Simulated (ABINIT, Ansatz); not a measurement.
**Quasiparticle gap of WS2 (Tungstenite) in ABINIT**

Wanted: ground state, empty states, screening and self-energy for WS2 (Tungstenite).

Calculated with ABINIT 10.8.3; PBE and many-body steps on it, plane waves.

This is a report of a sequence of runs, with most program output left out.

### 1. The starting structure

Symmetry: P6_3/mmc, No. 194, hexagonal system. Conventional cell: a = 3.153 Å, b = 3.153 Å, c = 12.323 Å, α = 90.00°, β = 90.00°, γ = 120.00°. Nearest to W lie 6 S at 2.40 Å. Nearest to S lie 3 W at 2.40 Å. Farther neighbours and most contacts between anions are not listed.

As a file:

```cif
data_structure
_symmetry_space_group_name_H-M 'P6_3/mmc'
_symmetry_Int_Tables_number 194
_cell_length_a 3.1532
_cell_length_b 3.1532
_cell_length_c 12.3230
_cell_angle_alpha 90.000
_cell_angle_beta 90.000
_cell_angle_gamma 120.000
_cell_volume 106.11
loop_
_atom_site_label
_atom_site_type_symbol
_atom_site_symmetry_multiplicity
_atom_site_Wyckoff_symbol
_atom_site_fract_x
_atom_site_fract_y
_atom_site_fract_z
_atom_site_occupancy
W1 W 2 c 0.33333 0.66667 0.25000 1
S1 S 4 f 0.33333 0.66667 0.62250 1
```

The cell and positions come from the Crystallography Open Database and are kept as given unless a step says otherwise. Spin-orbit coupling is left out unless a step names it.

### 2. Ground state

This step: ABINIT 10.8.3; DFT, PBE, plane waves, norm-conserving pseudopotentials.

The ground-state density comes first.

Input file run.abi:

```
acell 3*1.0 Angstrom
rprim 
  3.153199999992 0.000000000002 0.000000000000
  -1.576599999998 2.730751303206 0.000000000000
  0.000000000000 0.000000000000 12.323000000000
ntypat 2
znucl 74 16
natom 6
typat 1 1 2 2 2 2
xred 
  0.333333333333 0.666666666667 0.250000000000
  0.666666666667 0.333333333333 0.750000000000
  0.333333333333 0.666666666667 0.622500000000
  0.666666666667 0.333333333333 0.122500000000
  0.333333333333 0.666666666667 0.877500000000
  0.666666666667 0.333333333333 0.377500000000
pp_dirpath "pseudos"
pseudos "W.upf, S.upf"
ecut 31
ngkpt 6 6 2
nshiftk 1
shiftk 0 0 0
kptopt 1
chksymbreak 0
nband 33
occopt 1
tolvrs 1e-10
nstep 60
prtwf 0
optforces 0
optstress 0
indata_prefix "in"
outdata_prefix "out"
tmpdata_prefix "tmp"
```

The run is started by

```console
$ OMP_NUM_THREADS=1 mpirun -n 8 abinit run.abi > log
```

Elapsed: 21 s, on 8 MPI ranks of Arm Neoverse V2, shared host; peak memory 0.76 GiB.

Numbers from this step:

| Quantity | Value |
| --- | --- |
| total energy | -5334.2369 eV |
| gap | 0.9807 eV |
| k of the valence top | 0, 0, 0 |
| k of the conduction bottom | 0.1667, 0.1667, 0 |
| least direct gap | 1.837 eV |

The gap is indirect, with the least direct gap 0.86 eV higher.

### 3. Empty states on the mesh, 6×6×1 mesh, 715 bands

The sums over transitions need many empty states on a uniform mesh; this step solves for them.

Changes to run.abi since step 2:

```diff
@@ -19,3 +19,3 @@
 ecut 31
-ngkpt 6 6 2
+ngkpt 6 6 1
 nshiftk 1
@@ -24,9 +24,10 @@
 chksymbreak 0
-nband 33
+irdden 1
+istwfk *1
+nband 715
+prtvol 0
+optdriver 6
+gwr_task "HDIAGO"
+paral_kgb 0
 occopt 1
-tolvrs 1e-10
-nstep 60
-prtwf 0
-optforces 0
-optstress 0
 indata_prefix "in"
```

Run time: 2.3 min. Hardware: 8 MPI ranks; peak memory 15 GiB; 18 min of CPU time.

This step gave:

- gap: 0.9806 eV
- k of the valence top: 0, 0, 0
- k of the conduction bottom: 0.1667, 0.1667, 0
- least direct gap: 1.837 eV
- k points computed: 7
- lowest point of the top converged band, above the valence top: 182.8238 eV

On this mesh the gap is 0.981 eV.

### 4. Screening, 6×6×1 mesh, 707 bands, screening to 272.1 eV

The RPA dielectric matrix is built and inverted for each q.

This step: RPA screening on PBE, plane waves, norm-conserving pseudopotentials.

Changes to run.abi since step 3:

```diff
@@ -24,10 +24,11 @@
 chksymbreak 0
-irdden 1
 istwfk *1
-nband 715
-prtvol 0
-optdriver 6
-gwr_task "HDIAGO"
-paral_kgb 0
 occopt 1
+irdwfk 1
+optdriver 3
+nband 707
+ecuteps 10
+inclvkb 2
+awtr 1
+symchi 1
 indata_prefix "in"
```

Wall time 18 min (8 MPI ranks); peak memory 7.4 GiB; 2.4 h of CPU time.

This step gave:

```yaml
eps_infinity_with_local_fields_on_this_mesh_along_the_program_s_q_direction: 13.47
the_same_without_local_fields: 15.08
plasma_frequency: 25.99 eV
plane_waves_in_the_screening_matrix: 1095
```

Local fields lower ε∞ by 11 %. On a Γ-centred mesh this coarse the value itself is usually too large, while a short band sum pulls it down.

### 5. Self-energy, 6×6×1 mesh, 707 bands, screening to 272.1 eV

The self-energy is evaluated for the states that the input lists, and the levels follow from it, in one-shot runs by the linearised quasiparticle equation.

This step: G0W0 on PBE, plane waves, norm-conserving pseudopotentials.

Changes to run.abi since step 4:

```diff
@@ -27,8 +27,19 @@
 irdwfk 1
-optdriver 3
+optdriver 4
 nband 707
+gwcalctyp 0
+ecutsigx 31
+symsigma 1
+nkptgw 3
+kptgw 
+  0.0000000000 0.0000000000 0.0000000000
+  0.1666666667 0.1666666667 0.0000000000
+  0.3333333333 0.3333333333 0.0000000000
+bdgw 
+  25 28
+  25 28
+  25 28
 ecuteps 10
-inclvkb 2
-awtr 1
-symchi 1
+irdscr 1
+ppmodel 1
 indata_prefix "in"
```

The job ended after 10 min (8 MPI ranks; peak memory 9.7 GiB).

This step gave:

```yaml
g0w0_gap_on_the_points_computed: 1.352 eV
starting_gap_on_the_mesh: 0.9806 eV
k_of_the_valence_top: 0, 0, 0
k_of_the_conduction_bottom: 0.1667, 0.1667, 0
z_at_the_valence_top: 0.782
z_at_the_conduction_bottom: 0.791
least_direct_g0w0_gap_on_the_computed_points: 2.366 eV
```

The gap on the mesh goes from 0.98 eV to 1.35 eV, a correction of +0.37 eV.

Limits: finite bands, cutoff and mesh; no spin-orbit coupling; coarse k mesh. v1 is the top filled band, c1 the lowest empty one. The levels before and after the correction (eV, zero at the valence-band top of each column):

```csv
,conduction bottom,valence top
Kohn-Sham,0.98,0.00
G0W0,1.35,0.00
```

|  | level | energy (eV) |
| --- | --- | --- |
| Kohn-Sham | Γ v2 | -1.221 |
| Kohn-Sham | Γ v1 | 0.000 |
| Kohn-Sham | Γ c1-c2 | 2.311 |
| Kohn-Sham | (0.167 0.167 0) v2 | -1.533 |
| Kohn-Sham | (0.167 0.167 0) v1 | -1.505 |
| Kohn-Sham | (0.167 0.167 0) c1 | 0.981 |
| Kohn-Sham | (0.167 0.167 0) c2 | 1.834 |
| G0W0 | Γ v2 | -1.258 |
| G0W0 | Γ v1 | 0.000 |
| G0W0 | Γ c1-c2 | 2.766 |
| G0W0 | (0.167 0.167 0) v2 | -1.572 |
| G0W0 | (0.167 0.167 0) v1 | -1.513 |
| G0W0 | (0.167 0.167 0) c1 | 1.352 |
| G0W0 | (0.167 0.167 0) c2 | 2.302 |

### 6. Where the time went

Times are wall times on 8 MPI ranks of Arm Neoverse V2, shared host, good to a factor of about two.

```
                    step     time  share  memory (GiB)
            ground state     21 s    1 %          0.76
empty states on the mesh  2.3 min    8 %            15
               screening   18 min   58 %           7.4
             self-energy   10 min   33 %           9.7
```

### 7. Results

```yaml
pbe_gap: 0.98 eV, indirect
g0w0_gap_on_the_mesh: 1.35 eV
gw_settings: 6×6×1 mesh, 707 bands, screening to 272.1 eV, Godby-Needs plasmon pole
known_limits: not at the basis limit; no spin-orbit coupling; coarse k mesh
```

What this shows: G0W0 moves the gap on the mesh from 0.98 eV to 1.35 eV (+0.37 eV), with Z of 0.78 and 0.79 at the edges. Local fields lower the RPA ε∞ on this mesh from 15.08 to 13.47; a Γ-centred mesh this coarse tends to raise both, most where the direct gap is narrow, while a short band sum lowers them. Only 3 of the mesh's irreducible points were corrected, so a valley elsewhere could overtake. The dearest step here is «screening». Bands and cutoff are finite, so the gap is not at the basis limit. The miss can reach some tenths of an eV and take either sign; the mesh is an error of its own. In the G0W0 run levels were corrected at 3 k points alone, so a gap called «on the mesh» is the least over those, and an edge elsewhere would be missed. The 6×6×1 mesh is coarse for this cell, which bears on the long-range parts of exchange and screening. The many-body steps are scalar-relativistic: spin-orbit coupling is not in them.

[Paths, hosts, dates, memory and timing lines, banners, echoed tables and standing remarks are left out of the program output.]

[Logs are printed without paths, hosts, clocks, repeated set-up lines and the standing remarks that a program may print on its own settings, such as how far it seeks lower states.]

[Runs of the session that timed out or met a known fault of the program may be left out.]

[Hosts, paths, dates, database ids (printed as entryN), source tags and the programs' standing remarks are cut or masked in the printed files.]

[G0W0 gaps are taken among the corrected bands and points alone; a level outside them can change the order at an edge.]

[Where Ansatz stands beside ABINIT at settings called matched, ABINIT's density can come from a denser mesh and the files from another edition; pairs whose starting gaps differed by over 0.03 eV were left out, so agreement reads better than it is.]
